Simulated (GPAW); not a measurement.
# A Ge chain with an Au atom bridging one bond: transmission at several levels

Aim: T(E), conductance and thermopower of a Ge chain with an Au atom bridging one bond, and what cheaper settings cost in accuracy.

Main program and level: GPAW 26.7.0; GPAW LCAO, PAW setups; Landauer transmission from Green's functions with principal layers (ASE), zero bias.

### 1. The starting structure

The cell holds 11 atoms: 10 Ge and 1 Au. Cell: a = 9.000 Å, b = 9.000 Å, c = 23.700 Å, α = 90.0°, β = 90.0°, γ = 90.0°. Regions: left lead, 5 atoms (5 Ge); channel, 1 atom (1 Au); right lead, 5 atoms (5 Ge). Vacuum lies along a and b. The structure is stacked along c, and the current runs across the ab planes.

### 2. GPAW, dzp

The script solves lead and junction separately, takes H and S in the orbital basis, and joins semi-infinite leads through their self-energies; the dzp basis is the working standard.

run.py reads:

```python
import json
import numpy as np
from ase import Atoms
from ase.transport.calculators import TransportCalculator
from gpaw import GPAW, FermiDirac
from gpaw.lcao.tools import get_lcao_hamiltonian
from scipy.linalg import eigh

# The junction with lead layers at both ends, along the third cell vector
device = Atoms(
    ['Ge', 'Ge', 'Ge', 'Ge', 'Ge', 'Au', 'Ge', 'Ge', 'Ge', 'Ge', 'Ge'],
    positions=[
        [4.50000, 4.50000, 1.17500],
        [4.50000, 4.50000, 3.52500],
        [4.50000, 4.50000, 5.87500],
        [4.50000, 4.50000, 8.22500],
        [4.50000, 4.50000, 10.57500],
        [6.56547, 4.50000, 11.85000],
        [4.50000, 4.50000, 13.12500],
        [4.50000, 4.50000, 15.47500],
        [4.50000, 4.50000, 17.82500],
        [4.50000, 4.50000, 20.17500],
        [4.50000, 4.50000, 22.52500]],
    cell=[[9.0, 0.0, 0.0], [0.0, 9.0, 0.0], [0.0, 0.0, 23.7]],
    pbc=True)

# One principal layer of the lead: the first 3 atoms of the device
lead = Atoms(
    ['Ge', 'Ge', 'Ge'],
    positions=[
        [4.50000, 4.50000, 1.17500],
        [4.50000, 4.50000, 3.52500],
        [4.50000, 4.50000, 5.87500]],
    cell=[[9.0, 0.0, 0.0], [0.0, 9.0, 0.0], [0.0, 0.0, 7.05]],
    pbc=True)

settings = dict(mode='lcao', basis='dzp', xc='PBE', h=0.2,
                occupations=FermiDirac(0.1), maxiter=250,
                mixer=dict(beta=0.1, nmaxold=8, weight=100.0),
                convergence=dict(density=0.0001))
energies = np.arange(-2, 2 + 1e-9, 0.05)
eta = 0.0001
n1, n2 = 1, 1
# k and -k transmit alike, so half of the mesh across the current serves
mesh = [(i, j) for i in range(n1) for j in range(n2) if (i, j) <= (-i % n1, -j % n2)]
weights = np.array([1 if (i, j) == (-i % n1, -j % n2) else 2 for i, j in mesh]) / (n1 * n2)

# [... helper functions left out ...]
fermi_lead = ground_state(lead, (1, 1, 16), 'lead.txt')
fermi_device = ground_state(device, (1, 1, 3), 'device.txt')
# [... loop over the mesh left out, but for ...]
        # Shift the lead onto the potential of the device's first layer
        shift = ((H[:, 0, 0] - H0[:, 0, 0]) / S0[0, 0]).real.mean()
# [...]
kT = 8.617333e-5 * 77
bias = [0.1, 0.2, 0.5, 1.0, 1.5, 2.0]
# [... integrals and printing left out ...]
```

The run is started by

```bash
$ OMP_NUM_THREADS=1 OPENBLAS_NUM_THREADS=1 python run.py
```

What it wrote:

```text
basis functions: device 145, principal layer 39
Fermi level: lead -3.5427 eV, device -3.2803 eV; lead shifted by 0.0335 eV
largest coupling past the next layer 9.77e-06 eV, largest misfit of the first layer 0.040 eV
  E-E_F (eV)   T (one spin)  [channel counts left out]
    -2.000    9.5425e-01
    -1.950    9.5862e-01
    -1.900    9.6212e-01
    -1.850    9.6497e-01
    -1.800    9.6734e-01
    -1.750    9.6932e-01
    -1.700    9.7101e-01
    -1.650    9.7246e-01
    -1.600    9.7371e-01
    -1.550    9.7480e-01
    -1.500    9.7575e-01
    -1.450    9.7659e-01
    -1.400    9.7733e-01
    -1.350    9.7798e-01
    -1.300    9.7855e-01
    -1.250    9.7905e-01
[...]
1.650    1.9302e+00
     1.700    1.9236e+00
     1.750    1.9379e+00
     1.800    1.9722e+00
     1.850    2.0225e+00
     1.900    2.0831e+00
     1.950    2.1480e+00
     2.000    2.2124e+00
conductance at 77 K: 2.5024 G0 a cell; thermopower -0.07848 uV/K
current from the zero-bias T(E) at 0.1 V: 19.387 uA
current from the zero-bias T(E) at 0.2 V: 38.765 uA
current from the zero-bias T(E) at 0.5 V: 96.74 uA
current from the zero-bias T(E) at 1.0 V: 192.09 uA
current from the zero-bias T(E) at 1.5 V: 284.1 uA
current from the zero-bias T(E) at 2.0 V: 370.28 uA
```

The job ended after 23 s (1 thread of Arm Neoverse V2, shared host; peak memory 0.81 GiB).

This step gave:

```
conductance                                    : 2.502 G₀
largest coupling past the next principal layer : 9.77e-6 eV
largest misfit of the first principal layer    : 0.03951 eV
shift that aligns the lead                     : 0.03355 eV
basis functions of the junction                : 145
basis functions of a principal layer           : 39
transmission at the Fermi level (one spin)     : 2.503
```

One spin. The transmission, zone mean by energy, zero at the Fermi level:

energy (eV), transmission, zone mean and a bar from the least value:
```
    -2.00       0.95 
    -1.90       0.96 
    -1.80       0.97 
    -1.70       0.97 
    -1.55       0.97 
    -1.45       0.98 
    -1.35       0.98 
    -1.25       0.98 
    -1.15       0.98 
    -1.05       1.86 #################
    -0.90       1.96 ###################
    -0.80       2.08 ######################
    -0.70       2.19 ########################
    -0.60       2.27 #########################
    -0.50       2.35 ###########################
    -0.40       2.40 ############################
    -0.25       2.46 #############################
    -0.15       2.48 #############################
    -0.05       2.50 ##############################
     0.00       2.50 ##############################
     0.05       2.51 ##############################
     0.15       2.51 ##############################
     0.25       2.52 ##############################
     0.30       2.52 ##############################
     0.40       2.52 ##############################
     0.50       2.51 ##############################
     0.60       2.50 ##############################
     0.70       2.49 ##############################
     0.80       2.48 #############################
     0.90       2.45 #############################
     1.05       2.40 ############################
     1.15       2.35 ###########################
     1.25       2.28 ##########################
     1.35       2.20 ########################
     1.45       2.10 ######################
     1.55       2.00 ####################
     1.70       1.92 ###################
     1.80       1.97 ####################
     1.90       2.08 ######################
     2.00       2.21 ########################
```

Not self-consistent under bias; the bias window is split evenly. Current through one cell, from the zero-bias transmission against bias:

| bias (V) | current through one cell, from the zero-bias transmission (μA) |
| --- | --- |
| 0.100 | 19.4 |
| 0.200 | 38.8 |
| 0.500 | 96.7 |
| 1.000 | 192 |
| 1.500 | 284 |
| 2.000 | 370 |

Transmission of the three most open eigenchannels against energy, zero at the Fermi level:

| energy (eV) | channel 1 | channel 2 | channel 3 |
| --- | --- | --- | --- |
| -2.00 | 0.954 | 0 | 0 |
| -1.90 | 0.962 | 0 | 0 |
| -1.80 | 0.967 | 0 | 0 |
| -1.70 | 0.971 | 0 | 0 |
| -1.55 | 0.975 | 0 | 0 |
| -1.45 | 0.977 | 0 | 0 |
| -1.35 | 0.978 | 0 | 0 |
| -1.25 | 0.979 | 5.5e-12 | 4.2e-12 |
| -1.15 | 0.980 | 1.3e-9 | 3.5e-10 |
| -1.05 | 0.976 | 0.790 | 0.0981 |
| -0.90 | 0.975 | 0.796 | 0.188 |
| -0.80 | 0.976 | 0.866 | 0.241 |
| -0.70 | 0.976 | 0.909 | 0.304 |
| -0.60 | 0.975 | 0.928 | 0.371 |
| -0.50 | 0.975 | 0.935 | 0.434 |
| -0.40 | 0.975 | 0.937 | 0.488 |
| -0.25 | 0.975 | 0.935 | 0.546 |
| -0.15 | 0.975 | 0.934 | 0.571 |
| -0.05 | 0.975 | 0.934 | 0.588 |
| 0.00 | 0.975 | 0.934 | 0.594 |
| 0.05 | 0.975 | 0.934 | 0.598 |
| 0.15 | 0.975 | 0.934 | 0.604 |
| 0.25 | 0.975 | 0.934 | 0.607 |
| 0.40 | 0.975 | 0.934 | 0.606 |
| 0.50 | 0.975 | 0.934 | 0.603 |
| 0.60 | 0.975 | 0.933 | 0.595 |
| 0.70 | 0.975 | 0.933 | 0.584 |
| 0.80 | 0.975 | 0.933 | 0.568 |
| 0.90 | 0.975 | 0.934 | 0.544 |
| 1.05 | 0.975 | 0.936 | 0.490 |
| 1.15 | 0.975 | 0.938 | 0.437 |
| 1.25 | 0.975 | 0.940 | 0.368 |
| 1.35 | 0.976 | 0.942 | 0.279 |
| 1.45 | 0.976 | 0.944 | 0.176 |
| 1.55 | 0.976 | 0.946 | 0.0737 |
| 1.70 | 0.976 | 0.947 | 2.6e-4 |
| 1.80 | 0.976 | 0.948 | 0.0484 |
| 1.90 | 0.976 | 0.947 | 0.160 |
| 2.00 | 0.976 | 0.946 | 0.290 |

Couplings past the next layer reach 9.8e-6 eV, small enough to drop; the matrix elements of the cell's first layer differ from the bulk lead's by up to 0.040 eV. That layer keeps its own values in the calculation, and only beyond it is the lead taken as perfect. The Fermi levels of lead and junction count from different zeros of potential, one for each periodic cell; with both set to zero, the small remaining shift is what aligns them. Without spin-orbit coupling, which is large for these atoms, channel counts and T are those of the scalar-relativistic bands. By hand: G = 2.502 × 77.48 μS = 194 μS, a resistance of 5.16 kΩ; at 0.1 V a linear junction would pass 19.4 μA, and the integral over the bias window gives 19.4 μA.

### 3. Single-zeta polarised basis

One radial function a shell plus polarisation makes the matrices smaller; the question is what that costs.

Edit run.py of step 2 so:

```diff
@@ -36,3 +36,3 @@
 
-settings = dict(mode='lcao', basis='dzp', xc='PBE', h=0.2,
+settings = dict(mode='lcao', basis='szp(dzp)', xc='PBE', h=0.2,
                 occupations=FermiDirac(0.1), maxiter=250,
```

What it wrote:

```text
basis functions: device 99, principal layer 27
Fermi level: lead -4.0702 eV, device -3.7291 eV; lead shifted by 0.0387 eV
largest coupling past the next layer 9.47e-06 eV, largest misfit of the first layer 0.048 eV
  E-E_F (eV)   T (one spin)  [channel counts left out]
    -2.000    9.3715e-01
    -1.950    9.4615e-01
    -1.900    9.5301e-01
    -1.850    9.5836e-01
    -1.800    9.6263e-01
    -1.750    9.6608e-01
    -1.700    9.6891e-01
    -1.650    9.7126e-01
    -1.600    9.7324e-01
    -1.550    9.7491e-01
    -1.500    9.7634e-01
    -1.450    9.7756e-01
    -1.400    9.7861e-01
    -1.350    9.7952e-01
    -1.300    9.8030e-01
    -1.250    9.8096e-01
[...]
1.650    2.2323e+00
     1.700    2.1954e+00
     1.750    2.1560e+00
     1.800    2.1147e+00
     1.850    2.0727e+00
     1.900    2.0317e+00
     1.950    1.9937e+00
     2.000    1.9612e+00
conductance at 77 K: 2.5041 G0 a cell; thermopower -0.06427 uV/K
current from the zero-bias T(E) at 0.1 V: 19.401 uA
current from the zero-bias T(E) at 0.2 V: 38.796 uA
current from the zero-bias T(E) at 0.5 V: 96.874 uA
current from the zero-bias T(E) at 1.0 V: 192.66 uA
current from the zero-bias T(E) at 1.5 V: 285.28 uA
current from the zero-bias T(E) at 2.0 V: 372.86 uA
```

Wall time 20 s (1 thread); peak memory 0.8 GiB.

This step gave:

| Quantity | Value |
| --- | --- |
| conductance | 2.504 G₀ |
| largest coupling past the next principal layer | 9.47e-6 eV |
| largest misfit of the first principal layer | 0.04786 eV |
| shift that aligns the lead | 0.03869 eV |
| basis functions of the junction | 99 |
| basis functions of a principal layer | 27 |
| transmission at the Fermi level (one spin) | 2.504 |

One spin. The transmission, zone mean by energy, zero at the Fermi level:

| energy (eV) | transmission, zone mean |
| --- | --- |
| -2.00 | 0.937 |
| -1.85 | 0.958 |
| -1.70 | 0.969 |
| -1.60 | 0.973 |
| -1.45 | 0.978 |
| -1.30 | 0.980 |
| -1.15 | 0.982 |
| -1.05 | 0.982 |
| -1.00 | 2.09 |
| -0.90 | 1.97 |
| -0.75 | 2.15 |
| -0.60 | 2.29 |
| -0.50 | 2.37 |
| -0.35 | 2.44 |
| -0.20 | 2.48 |
| -0.05 | 2.50 |
| 0.00 | 2.50 |
| 0.05 | 2.51 |
| 0.20 | 2.52 |
| 0.35 | 2.52 |
| 0.40 | 2.52 |
| 0.50 | 2.52 |
| 0.60 | 2.52 |
| 0.75 | 2.51 |
| 0.90 | 2.49 |
| 1.05 | 2.47 |
| 1.15 | 2.45 |
| 1.30 | 2.41 |
| 1.45 | 2.35 |
| 1.60 | 2.27 |
| 1.70 | 2.20 |
| 1.85 | 2.07 |
| 2.00 | 1.96 |

Not self-consistent under bias; the bias window is split evenly. The current through one cell, from the zero-bias transmission by bias:

| bias (V) | current through one cell, from the zero-bias transmission (μA) |
| --- | --- |
| 0.100 | 19.4 |
| 0.200 | 38.8 |
| 0.500 | 96.9 |
| 1.000 | 193 |
| 1.500 | 285 |
| 2.000 | 373 |

Transmission of the three most open eigenchannels against energy, zero at the Fermi level:

| energy (eV) | channel 1 | channel 2 | channel 3 |
| --- | --- | --- | --- |
| -2.000 | 0.937 | 0 | 0 |
| -1.800 | 0.963 | 0 | 0 |
| -1.600 | 0.973 | 0 | 0 |
| -1.400 | 0.979 | 0 | 0 |
| -1.200 | 0.982 | 5.8e-12 | 4.2e-12 |
| -1.000 | 0.976 | 0.933 | 0.184 |
| -0.800 | 0.978 | 0.863 | 0.244 |
| -0.600 | 0.978 | 0.936 | 0.382 |
| -0.400 | 0.977 | 0.935 | 0.508 |
| -0.200 | 0.978 | 0.927 | 0.574 |
| 0.000 | 0.978 | 0.927 | 0.599 |
| 0.200 | 0.979 | 0.929 | 0.608 |
| 0.400 | 0.979 | 0.929 | 0.612 |
| 0.600 | 0.979 | 0.926 | 0.611 |
| 0.800 | 0.980 | 0.924 | 0.599 |
| 1.000 | 0.980 | 0.924 | 0.574 |
| 1.200 | 0.981 | 0.928 | 0.529 |
| 1.400 | 0.981 | 0.934 | 0.457 |
| 1.600 | 0.982 | 0.938 | 0.346 |
| 1.800 | 0.982 | 0.940 | 0.192 |
| 2.000 | 0.982 | 0.939 | 0.0400 |

The conductance equals that of the dzp run to 0.2 %.

### 4. GPAW, sz: basis = "sz(dzp)"

One function for each valence shell of the setup, as for a first survey of a large system.

Edit run.py of step 3 so:

```diff
@@ -36,3 +36,3 @@
 
-settings = dict(mode='lcao', basis='szp(dzp)', xc='PBE', h=0.2,
+settings = dict(mode='lcao', basis='sz(dzp)', xc='PBE', h=0.2,
                 occupations=FermiDirac(0.1), maxiter=250,
```

What it wrote:

```text
basis functions: device 46, principal layer 12
Fermi level: lead -4.1360 eV, device -3.7892 eV; lead shifted by 0.0394 eV
largest coupling past the next layer 9.36e-06 eV, largest misfit of the first layer 0.054 eV
  E-E_F (eV)   T (one spin)  [channel counts left out]
    -2.000    9.4575e-01
    -1.950    9.5367e-01
    -1.900    9.5970e-01
[...]
1.950    2.0548e+00
     2.000    2.0200e+00
conductance at 77 K: 2.4862 G0 a cell; thermopower -0.04352 uV/K
current from the zero-bias T(E) at 0.1 V: 19.262 uA
current from the zero-bias T(E) at 0.2 V: 38.519 uA
current from the zero-bias T(E) at 0.5 V: 96.192 uA
current from the zero-bias T(E) at 1.0 V: 191.37 uA
current from the zero-bias T(E) at 1.5 V: 283.52 uA
current from the zero-bias T(E) at 2.0 V: 370.38 uA
```

It took 15 s on 1 thread; peak memory 0.74 GiB.

Numbers from this step:

| Property | Result |
| --- | --- |
| conductance | 2.486 G₀ |
| largest coupling past the next principal layer | 9.36e-6 eV |
| largest misfit of the first principal layer | 0.05398 eV |
| shift that aligns the lead | 0.03941 eV |
| basis functions of the junction | 46 |
| basis functions of a principal layer | 12 |
| transmission at the Fermi level (one spin) | 2.486 |

The conductance, 2.49 G₀, lies 0.6 % below that of the dzp run.

### 5. revPBE in the dzp basis: xc = "revPBE"

Back in the dzp basis, the functional changes from PBE to revPBE, to set the spread between functionals beside that between bases.

Edit run.py of step 4 so:

```diff
@@ -36,3 +36,3 @@
 
-settings = dict(mode='lcao', basis='sz(dzp)', xc='PBE', h=0.2,
+settings = dict(mode='lcao', basis='dzp', xc='revPBE', h=0.2,
                 occupations=FermiDirac(0.1), maxiter=250,
```

What it wrote:

```text
basis functions: device 145, principal layer 39
Fermi level: lead -3.4701 eV, device -3.2036 eV; lead shifted by 0.0329 eV
largest coupling past the next layer 9.82e-06 eV, largest misfit of the first layer 0.038 eV
  E-E_F (eV)   T (one spin)  [channel counts left out]
    -2.000    9.5694e-01
    -1.950    9.6088e-01
    -1.900    9.6402e-01
[...]
1.950    2.1254e+00
     2.000    2.1903e+00
conductance at 77 K: 2.4919 G0 a cell; thermopower -0.08198 uV/K
current from the zero-bias T(E) at 0.1 V: 19.306 uA
current from the zero-bias T(E) at 0.2 V: 38.603 uA
current from the zero-bias T(E) at 0.5 V: 96.348 uA
current from the zero-bias T(E) at 1.0 V: 191.41 uA
current from the zero-bias T(E) at 1.5 V: 283.34 uA
current from the zero-bias T(E) at 2.0 V: 369.72 uA
```

Wall time 22 s (1 thread); peak memory 0.81 GiB.

This step gave:

```
conductance                                    : 2.492 G₀
largest coupling past the next principal layer : 9.82e-6 eV
largest misfit of the first principal layer    : 0.03840 eV
shift that aligns the lead                     : 0.03291 eV
basis functions of the junction                : 145
basis functions of a principal layer           : 39
transmission at the Fermi level (one spin)     : 2.492
```

The conductance, 2.49 G₀, lies 0.4 % below that of the dzp run.

### 6. All levels side by side

Times are for 1 thread of Arm Neoverse V2, shared host. Results by setting:

| no. | run | conductance (G₀) | time | memory (GiB) |
| --- | --- | --- | --- | --- |
| 1 | dzp | 2.502 | 23 s | 0.81 |
| 2 | szp | 2.504 | 20 s | 0.8 |
| 3 | sz | 2.486 | 15 s | 0.74 |
| 4 | dzp revPBE | 2.492 | 22 s | 0.81 |

### 7. The levels side by side

The curves are compared point by point over the common energies.

This step: comparison of transmission and cost over codes and levels (GPAW 26.7.0).

Ladder, by row:

| step | code | T at the Fermi level (sum over the listed spins) | conductance (G0) | r.m.s. T(E) from the first | wall time (s) | peak memory (GiB) | threads |
| --- | --- | --- | --- | --- | --- | --- | --- |
| dzp | GPAW | 2.503 | 2.502 | 0 | 22.56 | 0.81 | 1 |
| szp | GPAW | 2.504 | 2.504 | 0.144 | 19.87 | 0.8 | 1 |
| sz | GPAW | 2.486 | 2.486 | 0.1038 | 15.23 | 0.74 | 1 |
| dzp-revPBE | GPAW | 2.492 | 2.492 | 0.008552 | 22.43 | 0.81 | 1 |

Table of transmission, zone mean, sum over the listed spins by energy, zero at the Fermi level:

| energy (eV) | dzp | szp | sz | dzp-revPBE |
| --- | --- | --- | --- | --- |
| -2.0000 | 0.954 | 0.937 | 0.946 | 0.957 |
| -1.7500 | 0.969 | 0.966 | 0.971 | 0.970 |
| -1.5000 | 0.976 | 0.976 | 0.980 | 0.976 |
| -1.2500 | 0.979 | 0.981 | 0.984 | 0.979 |
| -1.0000 | 1.86 | 2.09 | 1.97 | 1.87 |
| -0.7500 | 2.14 | 2.15 | 2.16 | 2.14 |
| -0.5000 | 2.35 | 2.37 | 2.37 | 2.34 |
| -0.2500 | 2.46 | 2.47 | 2.46 | 2.45 |
| 0.0000 | 2.50 | 2.50 | 2.49 | 2.49 |
| 0.2500 | 2.52 | 2.52 | 2.49 | 2.51 |
| 0.3000 | 2.52 | 2.52 | 2.49 | 2.51 |
| 0.3500 | 2.52 | 2.52 | 2.49 | 2.51 |
| 0.4000 | 2.52 | 2.52 | 2.49 | 2.51 |
| 0.5000 | 2.51 | 2.52 | 2.49 | 2.51 |
| 0.7500 | 2.48 | 2.51 | 2.48 | 2.48 |
| 1.0000 | 2.42 | 2.48 | 2.45 | 2.42 |
| 1.2500 | 2.28 | 2.42 | 2.40 | 2.29 |
| 1.5000 | 2.04 | 2.32 | 2.32 | 2.06 |
| 1.7500 | 1.94 | 2.16 | 2.19 | 1.93 |
| 2.0000 | 2.21 | 1.96 | 2.02 | 2.19 |

(Continued in part 2 of 2.)

[Logs are printed without paths, hosts, clocks, repeated set-up lines and the standing remarks that a program may print on its own settings, such as how far it seeks lower states.]

[Hosts, paths, dates, database ids (printed as entryN), source tags and the programs' standing remarks are cut or masked in the printed files.]
